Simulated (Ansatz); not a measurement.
# How liquid Cu47Zr53 (at. %) changes with temperature

How do cells made at different temperatures differ in energy, pressure, forces, charges and cost?

Computed with Ansatz 0.2.0: Kohn-Sham DFT, PBE, PAW (set soft_2). Every run is a single point, with the atoms held where the recipe put them (cutoff of the plane-wave runs 420 eV, cold smearing of 0.15 eV).

First member: 62 atoms (29 Cu, 33 Zr) placed at random at 6.55 g/cm³, melted at 2200 K for 10 ps at fixed volume with the Finnis-Sinclair Cu-Zr potential (Mendelev, file CuZr_mm.eam.fs of the LAMMPS distribution). Snapshot at the end of a hold of 10 ps at 1530 K and zero pressure.

Last member: 62 atoms (29 Cu, 33 Zr) placed at random at 6.55 g/cm³, melted at 2200 K for 10 ps at fixed volume with the Finnis-Sinclair Cu-Zr potential (Mendelev, file CuZr_mm.eam.fs of the LAMMPS distribution). Snapshot at the end of a hold of 10 ps at 2160 K and zero pressure.

The members:

```csv
temperature (K),reduced formula,atoms,valence electrons,k-mesh,basis,density (g/cm³)
1530,Zr33Cu29,62,947,2×2×2,plane waves,6.65
1670,Zr33Cu29,62,947,2×2×2,plane waves,6.69
1800,Zr33Cu29,62,947,2×2×2,plane waves,6.58
1980,Zr33Cu29,62,947,2×2×2,plane waves,6.46
2160,Zr33Cu29,62,947,2×2×2,plane waves,6.59
```

Each cell is one sample from a classical run, so sample-to-sample scatter enters every column; pressures lack the kinetic term.

The input of the first member, without its atom lines; other members have their own cell and atoms, and may differ in mesh, basis and outputs:

```yaml
crystal:
  lattice:
    - [10.66348, 0.0, 0.0]
    - [0.0, 10.66348, 0.0]
    - [0.0, 0.0, 10.66348]
  atoms:
    [... 62 lines ...]
kpoints:
  mp_grid: { grid: [2, 2, 2] }
hamiltonian:
  xc: pbe
scf:
  occupations: { method: cold, width: 0.15 }
output:
  forces: true
  stress: true
  populations: intrinsic
  dos:
    method: { smearing: { sigma: 0.1 } }
    de: 0.1
    projected: { site_lists: { Cu: [Cu], Zr: [Zr] } }
  eigenvalues: true
  write_density: true
  write_potential: true
  volumetric_format: npy
```

Results; charges are mean intrinsic-atomic-orbital charges in e:

```csv
temperature (K),energy less the first member's (meV/atom),pressure (GPa),r.m.s. force (eV/Å),q(Cu),q(Zr)
1530,0.0,-2.93,0.793,-,-
1670,52.0,-1.24,0.888,-,-
1800,110.4,-1.14,1.35,-,-
1980,137.4,-1.74,1.12,-,-
2160,131.2,-0.235,1.10,+0.29,-0.25
```

Among metals such projection charges are no measure of ionicity.

Cost on 8 threads of Intel Xeon Platinum 8259CL at 2.50GHz (Skylake/Cascade Lake), shared host:

```csv
temperature (K),atoms,basis,k-mesh,SCF cycles,time,host memory (GiB)
1530,62,plane waves,2×2×2,11,2.1 min,11
1670,62,plane waves,2×2×2,11,2.1 min,11
1800,62,plane waves,2×2×2,11,2 min,11
1980,62,plane waves,2×2×2,12,2.6 min,11
2160,62,plane waves,2×2×2,11,2 min,11
```

Times include the outputs that each run asked for, on hosts shared with other jobs.

What the series shows: The energy against the first member is lowest at 1530 K (0.0 meV/atom) and highest at 1980 K (137.4 meV/atom), rising overall but not at every step; each member is a single configuration. The pressure is lowest at 1530 K (-2.9 GPa) and highest at 2160 K (-0.24 GPa). The r.m.s. force is lowest at 1530 K (0.79 eV/Å) and highest at 1800 K (1.4 eV/Å).

Caveats: The network of bonds at the start is that of the classical potential that made the cell, and needn't be the one that DFT or experiment would give. The electron count is odd and the run has no spin polarisation. The cells aren't relaxed by DFT, which could reorder their energies.

[Logs are printed without paths, hosts, clocks, repeated set-up lines and the standing remarks that a program may print on its own settings, such as how far it seeks lower states.]

[Hosts, paths, dates, database ids (printed as entryN), source tags and the programs' standing remarks are cut or masked in the printed files.]
